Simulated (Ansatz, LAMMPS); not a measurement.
**Which site? F in place of O in amorphous 29Ga2O3-71GeO2 (mol %) (86 atoms)**

Aim: make F in place of O at several sites of amorphous 29Ga2O3-71GeO2 (mol %) (86 atoms), relax each, and compare their energies.

Main program and level: Ansatz 0.2.0; Kohn-Sham DFT, PBE, PAW (set soft_2), plane waves.

## 1. The starting structure

The cell holds 86 atoms: 14 Ga, 17 Ge and 55 O. Cell: a = 10.359 Å, b = 10.359 Å, c = 10.359 Å, α = 90.0°, β = 90.0°, γ = 90.0°. 86 atoms (14 Fe, 17 Ge, 55 O) placed at random at 4.41 g/cm³, melted at 5000 K for 10 ps at fixed volume with the Morse and Coulomb pair potential with partial charges (Pedone, Malavasi, Menziani, Cormack and Segre, J. Phys. Chem. B 110, 11780 (2006)). Quenched from 5000 K to 300 K at 100 K/ps and fixed volume, held 5 ps, then minimised at fixed cell. Then Fe was replaced by Ga and the cell scaled by 1.006 (the potential has no terms for the new elements, so the cell is a start for a DFT relaxation).

Limits known from the start: The quench rate of 100 K/ps far exceeds what a furnace or splat quench reaches, so expect more defects and frozen-in strain than in a real sample. The starting topology of bonds comes from the classical model, and needn't be the one that DFT or experiment would give. Sampling is at Γ alone, for a cell whose shortest periodic width is 10 Å.

## 2. Single point at the start

A single point comes first, to see the forces before anything moves.

The input, input.yaml:

```yaml
crystal:
  lattice:
    - [10.35908, 0.0, 0.0]
    - [0.0, 10.35908, 0.0]
    - [0.0, 0.0, 10.35908]
  atoms:
    - { symbol: Ga, position: [0.49682, 0.93253, 0.15332] }
    - { symbol: Ga, position: [0.57318, 0.66678, 0.37022] }
    - { symbol: Ga, position: [0.27748, 0.22183, 0.37352] }
    - { symbol: Ga, position: [0.61406, 0.44181, 0.17126] }
    - { symbol: Ga, position: [0.53294, 0.89659, 0.49113] }
    - { symbol: Ga, position: [0.60078, 0.54963, 0.83227] }
    - { symbol: Ga, position: [0.1318, 0.13931, 0.06735] }
    - { symbol: Ga, position: [0.23437, 0.98783, 0.58254] }
    - { symbol: Ga, position: [0.45451, 0.95625, 0.84246] }
    - { symbol: Ga, position: [0.22537, 0.89505, 0.04447] }
    - { symbol: Ga, position: [0.63989, 0.26112, 0.85017] }
    - { symbol: Ga, position: [0.39376, 0.70086, 0.63527] }
    - { symbol: Ga, position: [0.53668, 0.15242, 0.39415] }
    - { symbol: Ga, position: [0.98045, 0.68084, 0.95727] }
    - { symbol: Ge, position: [0.76918, 0.92463, 0.03332] }
    - { symbol: Ge, position: [0.86639, 0.68411, 0.2408] }
    - { symbol: Ge, position: [0.02, 0.22794, 0.58326] }
    - { symbol: Ge, position: [0.0951, 0.49905, 0.40478] }
    - { symbol: Ge, position: [0.00408, 0.95847, 0.8129] }
    - { symbol: Ge, position: [0.73882, 0.0625, 0.6381] }
    - { symbol: Ge, position: [0.78424, 0.74019, 0.63606] }
    - { symbol: Ge, position: [0.40432, 0.19456, 0.09054] }
    - { symbol: Ge, position: [0.01267, 0.96118, 0.31877] }
    - { symbol: Ge, position: [0.32701, 0.49597, 0.21324] }
    - { symbol: Ge, position: [0.27213, 0.78714, 0.33919] }
    - { symbol: Ge, position: [0.25601, 0.22484, 0.79459] }
    - { symbol: Ge, position: [0.09587, 0.68223, 0.67006] }
    - { symbol: Ge, position: [0.46284, 0.39203, 0.60524] }
    - { symbol: Ge, position: [0.88616, 0.36218, 0.01576] }
    - { symbol: Ge, position: [0.79779, 0.18516, 0.24718] }
    - { symbol: Ge, position: [0.29315, 0.63725, 0.91477] }
    - { symbol: O, position: [0.62886, 0.10089, 0.75705] }
    - { symbol: O, position: [0.21757, 0.40138, 0.32387] }
    - { symbol: O, position: [0.59074, 0.38814, 0.71755] }
    - { symbol: O, position: [0.98073, 0.5751, 0.30317] }
    - { symbol: O, position: [0.77959, 0.32504, 0.14504] }
    - { symbol: O, position: [0.1547, 0.15865, 0.49394] }
    - { symbol: O, position: [0.26838, 0.24166, 0.9604] }
    - { symbol: O, position: [0.80844, 0.30532, 0.88405] }
    - { symbol: O, position: [0.61959, 0.49111, 0.99674] }
    - { symbol: O, position: [0.93721, 0.68048, 0.60334] }
    - { symbol: O, position: [0.58157, 0.85089, 0.29781] }
    - { symbol: O, position: [0.42362, 0.60342, 0.80316] }
    - { symbol: O, position: [0.34536, 0.33582, 0.70885] }
    - { symbol: O, position: [0.30958, 0.54503, 0.05095] }
    - { symbol: O, position: [0.16203, 0.60346, 0.81044] }
    - { symbol: O, position: [0.33745, 0.80177, 0.91592] }
    - { symbol: O, position: [0.12188, 0.01219, 0.9202] }
    - { symbol: O, position: [0.48944, 0.8606, 0.67836] }
    - { symbol: O, position: [0.60788, 0.90046, 0.99843] }
    - { symbol: O, position: [0.01807, 0.37075, 0.49041] }
    - { symbol: O, position: [0.00642, 0.78955, 0.80817] }
    - { symbol: O, position: [0.05779, 0.999, 0.66308] }
    - { symbol: O, position: [0.33246, 0.85425, 0.20061] }
    - { symbol: O, position: [0.7679, 0.05046, 0.14591] }
    - { symbol: O, position: [0.22544, 0.79664, 0.64889] }
    - { symbol: O, position: [0.79476, 0.90657, 0.65789] }
    - { symbol: O, position: [0.68465, 0.24967, 0.34994] }
    - { symbol: O, position: [0.46931, 0.54652, 0.54927] }
    - { symbol: O, position: [0.10168, 0.2474, 0.73238] }
    - { symbol: O, position: [0.39602, 0.77088, 0.44982] }
    - { symbol: O, position: [0.8443, 0.7743, 0.08337] }
    - { symbol: O, position: [0.37754, 0.02726, 0.01872] }
    - { symbol: O, position: [0.12622, 0.73986, 0.03983] }
    - { symbol: O, position: [0.86727, 0.97816, 0.9092] }
    - { symbol: O, position: [0.42502, 0.34665, 0.1795] }
    - { symbol: O, position: [0.15865, 0.58321, 0.54006] }
    - { symbol: O, position: [0.32234, 0.07636, 0.74134] }
    - { symbol: O, position: [0.47659, 0.56186, 0.26219] }
    - { symbol: O, position: [0.38612, 0.03172, 0.45785] }
    - { symbol: O, position: [0.43587, 0.28976, 0.47302] }
    - { symbol: O, position: [0.92616, 0.10666, 0.33158] }
    - { symbol: O, position: [0.25905, 0.1616, 0.20186] }
    - { symbol: O, position: [0.5012, 0.10652, 0.22071] }
    - { symbol: O, position: [0.53126, 0.22412, 0.98227] }
    - { symbol: O, position: [0.92666, 0.52015, 0.00668] }
    - { symbol: O, position: [0.86378, 0.16927, 0.61337] }
    - { symbol: O, position: [0.2358, 0.6322, 0.29514] }
    - { symbol: O, position: [0.15107, 0.89196, 0.3963] }
    - { symbol: O, position: [0.07934, 0.97922, 0.16604] }
    - { symbol: O, position: [0.90904, 0.82861, 0.3194] }
    - { symbol: O, position: [0.66673, 0.73306, 0.51674] }
    - { symbol: O, position: [0.72513, 0.66144, 0.76916] }
    - { symbol: O, position: [0.00296, 0.25786, 0.07004] }
    - { symbol: O, position: [0.72436, 0.60072, 0.26246] }
    - { symbol: O, position: [0.64107, 0.04334, 0.50372] }
kpoints:
  mp_grid: { grid: [1, 1, 1] }
hamiltonian:
  xc: pbe
scf:
  occupations: { method: fixed }
output:
  forces: true
```

The run is started by

```sh
$ ansatz run input.yaml --threads 4 --pin off --max-ram 8192MiB --backend cpu --events-out ev --progress --plain --runs-dir out
```

The program printed:

```text
[...]
Pseudopotentials: kind: paw
Pseudopotential: Ga, paw, valence charge 13, recommended cutoff 420 eV (normal), Ga.paw.azcp
Pseudopotential: Ge, paw, valence charge 14, recommended cutoff 420 eV (normal), Ge.paw.azcp
Pseudopotential: O, paw, valence charge 6, recommended cutoff 420 eV (normal), O.paw.azcp
[... 5 lines on functional and potentials left out ...]
Crystal: 86 atoms, lattice volume = 1111.638 Å³
Basis set: ecut = 420 eV, 21823 PW (Γ), exchange–correlation on 144×144×144 points (8 copies of the dense FFT grid, shifted against one another)
Bands: 461, of which v1, the nominal top of the filled ones, is band 375 counted from 1 (374 counted from 0)
Symmetry: 1 space group operations
Space group: P1 (ITA 1), of the structure as read, at distance tolerance 1.0e-4 Å
k-points: 1
[... 7 lines on functional and potentials left out ...]
Initial density: superposition of atomic densities (neutral atoms: chi_scale 0, normalization atom), corrected by the library's trained network
Initial wavefunctions: pseudopotential atomic-orbital guess
[...]
SCF iter   1: F=—  HF=-157175.811308 eV  |F-HF|=—  |Δ(HF+E_count)|=         —  Δρ=3.19e-3  dr2=1.26e-1  ethr=1.77e-3  ⟨swp⟩=5.0  Hψ=1542  notcnv=0  defer=84
preconditioner: auto → Resta (q_TF=auto, 2.555 Å⁻¹)  ε∞=3.5  [insulator: Δε(μ)=0.957 eV  Ē_g=19.326 eV  n_scr=304 (ndim 8)  ℏωp=30.5 eV  f_vac=0.157  ε∞_Penn≈3.5]
[...]
SCF iter   9: F=—  HF=-157175.797981 eV  |F-HF|=—  |Δ(HF+E_count)|=   3.27e-7  Δρ=3.12e-6  dr2=1.21e-7  ethr=9.99e-11  ⟨swp⟩=2.0  Hψ=755  notcnv=0  defer=81
SCF iter  10: F=-157175.797982 eV  HF=-157175.797982 eV  |F-HF|=7.68e-9  |Δ(HF+E_count)|=   6.98e-8  Δρ=1.30e-6  dr2=2.32e-8  ethr=1.33e-11  ⟨swp⟩=3.0  Hψ=1208  notcnv=0
SCF 1 converged in 10 iterations: F = -157175.797982 eV  dr2 = 2.32e-8
[...]
SCF converged after 10 iterations
Free energy (F): -157175.797982 eV
Harris-Foulkes:  -157175.797982 eV  (|F-HF|=7.68e-9)
Internal energy: -157175.797982 eV  (E = F + TS)
E sigma→0 (E₀):  -157175.797982 eV
Fermi energy:    5.783368 eV
--- Per-component energies (eV) ---
[...]
Σ components = -157175.797982   (vs F -157175.797982, Δ=0.00e0)
--- Forces (eV/Å), atoms counted from 1 ---
  atom   1  Ga     0.32167025    -0.00732903     0.89399237
  atom   2  Ga     0.82498573     0.96506005    -0.81706851
  atom   3  Ga    -0.78139539    -0.00070250     0.37969929
  atom   4  Ga    -0.34098672     0.63361107    -1.51489909
[...]
atom  86  O     -0.77139152    -0.09041517    -1.73425279
  max |Σ_I F_I| component: 3.36e-5 eV/Å
```

Wall time 16 s (4 threads of Arm Neoverse V1, shared host); peak memory 1.6 GiB.

In the SCF lines HF is the Harris–Foulkes energy and dr2 the Hartree energy of the density residual, in eV; the loop may stop once dr2 is under the threshold and the program's other checks hold. Hψ counts applications of the Hamiltonian.

The r.m.s. force at the start is 0.87 eV/Å.

## 3. Relaxation

With the cell held, the atoms are moved downhill towards a nearby minimum.

The input, input.yaml:

```yaml
crystal:
  lattice:
    - [10.35908, 0.0, 0.0]
    - [0.0, 10.35908, 0.0]
    - [0.0, 0.0, 10.35908]
  atoms:
    [... the 86 atom lines of step 2 ...]
kpoints:
  mp_grid: { grid: [1, 1, 1] }
hamiltonian:
  xc: pbe
scf:
  occupations: { method: fixed }
output:
  forces: true
relax:
  f_tol: 0.05
  max_steps: 120
```

The program printed:

```text
[...]
Crystal: 86 atoms, lattice volume = 1111.638 Å³
Basis set: ecut = 420 eV, 21823 PW (Γ), exchange–correlation on 144×144×144 points (8 copies of the dense FFT grid, shifted against one another)
Bands: 461, of which v1, the nominal top of the filled ones, is band 375 counted from 1 (374 counted from 0)
Symmetry: 1 space group operations
[...]
k-points: 1
[...]
SCF iter   1: F=—  HF=-157175.811308 eV  |F-HF|=—  |Δ(HF+E_count)|=         —  Δρ=3.19e-3  dr2=1.26e-1  ethr=1.77e-3  ⟨swp⟩=5.0  Hψ=1542  notcnv=0  defer=84
[...]
SCF iter   5: F=—  HF=-157175.797952 eV  |F-HF|=—  |Δ(HF+E_count)|=   3.85e-5  Δρ=1.25e-4  dr2=1.70e-4  ethr=8.11e-8  ⟨swp⟩=2.0  Hψ=746  notcnv=0  defer=84
SCF iter   6: F=-157175.797973 eV  HF=-157175.797975 eV  |F-HF|=2.54e-6  |Δ(HF+E_count)|=   2.29e-5  Δρ=4.18e-5  dr2=1.89e-5  ethr=8.33e-9  ⟨swp⟩=2.0  Hψ=1456  notcnv=0
SCF 1 converged in 6 iterations: F = -157175.797973 eV  dr2 = 1.89e-5
[...]
relax step   1: F+E_penalty+E_count = -157175.79797264 eV  Δ(F+E_penalty+E_count) = +0.000e0 eV  max|allowed force component| = 2.335e0 eV/Å  Δτ_max = 0.0000 Å  (6 SCF iters, dr2 threshold 6.25e-5 eV, accepted)
[...]
relax step   2: F+E_penalty+E_count = -157179.29045121 eV  Δ(F+E_penalty+E_count) = -3.492e0 eV  max|allowed force component| = 1.049e0 eV/Å  Δτ_max = 0.1611 Å  (7 SCF iters, dr2 threshold 1.00e-4 eV, accepted)
[...]
relax step   3: F+E_penalty+E_count = -157180.78646760 eV  Δ(F+E_penalty+E_count) = -1.496e0 eV  max|allowed force component| = 6.281e-1 eV/Å  Δτ_max = 0.1236 Å  (7 SCF iters, dr2 threshold 6.88e-5 eV, accepted)
relax step   4: F+E_penalty+E_count = -157181.58104441 eV  Δ(F+E_penalty+E_count) = -7.946e-1 eV  max|allowed force component| = 3.700e-1 eV/Å  Δτ_max = 0.2000 Å  (8 SCF iters, dr2 threshold 7.97e-5 eV, accepted)
relax step   5: F+E_penalty+E_count = -157181.93968141 eV  Δ(F+E_penalty+E_count) = -3.586e-1 eV  max|allowed force component| = 6.647e-1 eV/Å  Δτ_max = 0.1950 Å  (7 SCF iters, dr2 threshold 4.75e-5 eV, accepted)
relax step   6: F+E_penalty+E_count = -157182.31188958 eV  Δ(F+E_penalty+E_count) = -3.722e-1 eV  max|allowed force component| = 5.364e-1 eV/Å  Δτ_max = 0.2000 Å  (7 SCF iters, dr2 threshold 1.00e-4 eV, accepted)
relax step   7: F+E_penalty+E_count = -157182.40203600 eV  Δ(F+E_penalty+E_count) = -9.015e-2 eV  max|allowed force component| = 1.085e0 eV/Å  Δτ_max = 0.1750 Å  (7 SCF iters, dr2 threshold 1.00e-4 eV, accepted)
relax step   8: F+E_penalty+E_count = -157182.59228311 eV  Δ(F+E_penalty+E_count) = -1.902e-1 eV  max|allowed force component| = 3.238e-1 eV/Å  Δτ_max = 0.2000 Å  (8 SCF iters, dr2 threshold 1.00e-4 eV, accepted)
relax step   9: F+E_penalty+E_count = -157182.63964626 eV  Δ(F+E_penalty+E_count) = -4.736e-2 eV  max|allowed force component| = 4.518e-1 eV/Å  Δτ_max = 0.0589 Å  (7 SCF iters, dr2 threshold 9.33e-6 eV, accepted)
relax step  10: F+E_penalty+E_count = -157182.76477058 eV  Δ(F+E_penalty+E_count) = -1.251e-1 eV  max|allowed force component| = 3.914e-1 eV/Å  Δτ_max = 0.2000 Å  (8 SCF iters, dr2 threshold 1.82e-5 eV, accepted)
relax step  11: F+E_penalty+E_count = -157182.82994853 eV  Δ(F+E_penalty+E_count) = -6.518e-2 eV  max|allowed force component| = 5.695e-1 eV/Å  Δτ_max = 0.1951 Å  (7 SCF iters, dr2 threshold 1.00e-4 eV, accepted)
relax step  12: F+E_penalty+E_count = -157182.92253827 eV  Δ(F+E_penalty+E_count) = -9.259e-2 eV  max|allowed force component| = 1.815e-1 eV/Å  Δτ_max = 0.2000 Å  (7 SCF iters, dr2 threshold 1.00e-4 eV, accepted)
relax step  13: F+E_penalty+E_count = -157182.93310005 eV  Δ(F+E_penalty+E_count) = -1.056e-2 eV  max|allowed force component| = 4.941e-1 eV/Å  Δτ_max = 0.2000 Å  (8 SCF iters, dr2 threshold 3.35e-6 eV, accepted)
relax step  14: F+E_penalty+E_count = -157182.96776633 eV  Δ(F+E_penalty+E_count) = -3.467e-2 eV  max|allowed force component| = 1.134e-1 eV/Å  Δτ_max = 0.0855 Å  (6 SCF iters, dr2 threshold 2.48e-5 eV, accepted)
relax step  15: F+E_penalty+E_count = -157182.97441119 eV  Δ(F+E_penalty+E_count) = -6.645e-3 eV  max|allowed force component| = 8.589e-2 eV/Å  Δτ_max = 0.0774 Å  (9 SCF iters, accepted)
relax step  16: F+E_penalty+E_count = -157182.97691243 eV  Δ(F+E_penalty+E_count) = -2.501e-3 eV  max|allowed force component| = 7.626e-2 eV/Å  Δτ_max = 0.0181 Å  (8 SCF iters, accepted)
relax step  17: F+E_penalty+E_count = -157182.97846338 eV  Δ(F+E_penalty+E_count) = -1.551e-3 eV  max|allowed force component| = 2.215e-2 eV/Å  Δτ_max = 0.0225 Å  (6 SCF iters, dr2 threshold 3.34e-6 eV, accepted)
[...]
relax step  18: F+E_penalty+E_count = -157182.97846375 eV  Δ(F+E_penalty+E_count) = -3.735e-7 eV  max|allowed force component| = 2.222e-2 eV/Å  Δτ_max = 0.0000 Å  (4 SCF iters, accepted)
SCF converged after 4 iterations
Free energy (F): -157182.978464 eV
[...]
Internal energy: -157182.978464 eV  (E = F + TS)
E sigma→0 (E₀):  -157182.978464 eV
Fermi energy:    5.439512 eV
[...]
Σ components = -157182.978464   (vs F -157182.978464, Δ=0.00e0)
--- Forces (eV/Å), atoms counted from 1 ---
  atom   1  Ga    -0.00874843     0.00620223     0.00163036
  atom   2  Ga     0.01867822    -0.00273251    -0.00316916
  atom   3  Ga    -0.00043998     0.00447578     0.00281299
  atom   4  Ga    -0.01025470     0.00978061     0.00743605
[...]
atom  86  O     -0.00122829     0.00931063    -0.00005250
  max |Σ_I F_I| component: 1.18e-4 eV/Å
--- Relaxed structure (18 steps of the walk, 18 accepted, 0 SCFs on fresh bases) ---
  F+E_penalty+E_count = -157182.97846375 eV   max|allowed force component| = 2.222e-2 eV/Å
  atoms:
    - { symbol: Ga, position: [0.516285, 0.946649, 0.152778] }
    - { symbol: Ga, position: [0.595774, 0.694374, 0.338192] }
    - { symbol: Ga, position: [0.297863, 0.183064, 0.385610] }
    - { symbol: Ga, position: [0.575304, 0.449858, 0.129963] }
[...]
- { symbol: O, position: [0.633962, 0.051715, 0.497478] }
```

Wall time 3.8 min (4 threads); peak memory 1.6 GiB; 15 min of CPU time.

The relaxation converged after 18 steps, 7.18 eV below its start, with a largest force component of 0.022 eV/Å.

## 4. Single point at the relaxed geometry

The electronic structure is read at the final geometry, in a run of its own.

The input, input.yaml:

```yaml
crystal:
  lattice:
    - [10.35908, 0.0, 0.0]
    - [0.0, 10.35908, 0.0]
    - [0.0, 0.0, 10.35908]
  atoms:
    - { symbol: Ga, position: [0.51629, 0.94665, 0.15278] }
    - { symbol: Ga, position: [0.59577, 0.69437, 0.33819] }
    - { symbol: Ga, position: [0.29786, 0.18306, 0.38561] }
    - { symbol: Ga, position: [0.5753, 0.44986, 0.12996] }
    - { symbol: Ga, position: [0.51369, 0.91266, 0.48841] }
    - { symbol: Ga, position: [0.58522, 0.55308, 0.80624] }
    [... 74 atom lines left out ...]
    - { symbol: O, position: [0.90435, 0.81495, 0.34082] }
    - { symbol: O, position: [0.65237, 0.7385, 0.50721] }
    - { symbol: O, position: [0.72117, 0.65474, 0.76164] }
    - { symbol: O, position: [0.97521, 0.23812, 0.13706] }
    - { symbol: O, position: [0.72975, 0.61747, 0.25033] }
    - { symbol: O, position: [0.63396, 0.05171, 0.49748] }
kpoints:
  mp_grid: { grid: [1, 1, 1] }
hamiltonian:
  xc: pbe
scf:
  occupations: { method: fixed }
output:
  forces: true
  stress: true
  populations: true
  dos:
    method: { smearing: { sigma: 0.1 } }
    de: 0.1
    projected: { site_lists: { Ga: [Ga], Ge: [Ge], O: [O] } }
  eigenvalues: true
  write_density: true
  write_potential: true
  volumetric_format: npy
```

The program printed:

```text
[...]
Crystal: 86 atoms, lattice volume = 1111.638 Å³
Basis set: ecut = 420 eV, 21823 PW (Γ), exchange–correlation on 144×144×144 points (8 copies of the dense FFT grid, shifted against one another)
Bands: 461, of which v1, the nominal top of the filled ones, is band 375 counted from 1 (374 counted from 0)
Symmetry: 1 space group operations
[...]
k-points: 1
[...]
SCF iter   1: F=—  HF=-157182.981785 eV  |F-HF|=—  |Δ(HF+E_count)|=         —  Δρ=2.81e-3  dr2=1.07e-1  ethr=1.77e-3  ⟨swp⟩=5.0  Hψ=1505  notcnv=0  defer=84
[...]
SCF iter   9: F=-157182.978463 eV  HF=-157182.978463 eV  |F-HF|=2.79e-8  |Δ(HF+E_count)|=   1.67e-7  Δρ=2.63e-6  dr2=8.16e-8  ethr=1.33e-11  ⟨swp⟩=15.0  Hψ=3571  notcnv=0
SCF 1 converged in 9 iterations: F = -157182.978463 eV  dr2 = 8.16e-8
[...]
SCF converged after 9 iterations
Free energy (F): -157182.978463 eV
[...]
Internal energy: -157182.978463 eV  (E = F + TS)
E sigma→0 (E₀):  -157182.978463 eV
Fermi energy:    5.439652 eV
[...]
--- Forces (eV/Å), atoms counted from 1 ---
  atom   1  Ga    -0.00909781     0.00633708     0.00175041
  atom   2  Ga     0.01878990    -0.00246845    -0.00223440
  atom   3  Ga     0.00011883     0.00500969     0.00173591
  atom   4  Ga    -0.01046189     0.00903732     0.00772598
  atom   5  Ga     0.01350608    -0.00788394     0.00703711
  atom   6  Ga     0.00073109     0.00440378     0.00503607
  atom   7  Ga     0.00112452    -0.00247883    -0.00414940
  atom   8  Ga     0.00607216     0.00036419     0.00416543
  atom   9  Ga     0.00105484     0.00044772    -0.00136394
  atom  10  Ga    -0.00125072    -0.00411181    -0.00468934
  atom  11  Ga    -0.01159711    -0.01198528     0.00568256
  atom  12  Ga    -0.00268156     0.00021510     0.00896564
  atom  13  Ga    -0.00969723    -0.01116604     0.01041516
  atom  14  Ga    -0.00094054    -0.02040089     0.00155700
[...]
atom  85  O     -0.00547251     0.00288010    -0.00321996
  atom  86  O     -0.00114845     0.01030499    -0.00081633
  max |Σ_I F_I| component: 1.06e-4 eV/Å
--- Stress (GPa, compression-positive) ---
       -0.453941       0.388670       1.095396
        0.388670      -0.701268       0.158986
        1.095396       0.158986      -3.849458
  P = ⅓ Tr σ = -1.6682 GPa (-16.682 kbar)
--- Band table (eV) ---
[...]
--- Löwdin populations: 86 sites ---
  site symbol       q [e]
     0     Ga     11.9577
     1     Ga     11.9357
     2     Ga     11.9640
[...]
85      O      6.6607
  spilling = 0.004269 (of n_electrons = 750.000000)
```

Elapsed: 26 s, on 4 threads; peak memory 1.7 GiB; 1.7 min of CPU time.

The run gave:

```
free energy                                      : -157182.9785 eV
free energy per atom                             : -1827.7091 eV/atom
SCF cycles                                       : 9
pressure                                         : -1.668 GPa
r.m.s. force component                           : 0.00576 eV/Å
longest force                                    : 0.02441 eV/Å
Fermi energy                                     : 5.44 eV
gap (highest filled to lowest empty level) : 1.534 eV
spilling of the projection                       : 0.004269
```

[end of part 1 of 2]

[Long decimals in the printed logs are rounded to 6 places.]

[Logs are printed without paths, hosts, clocks, repeated set-up lines and the standing remarks that a program may print on its own settings, such as how far it seeks lower states.]

[Hosts, paths, dates, database ids (printed as entryN), source tags and the programs' standing remarks are cut or masked in the printed files.]
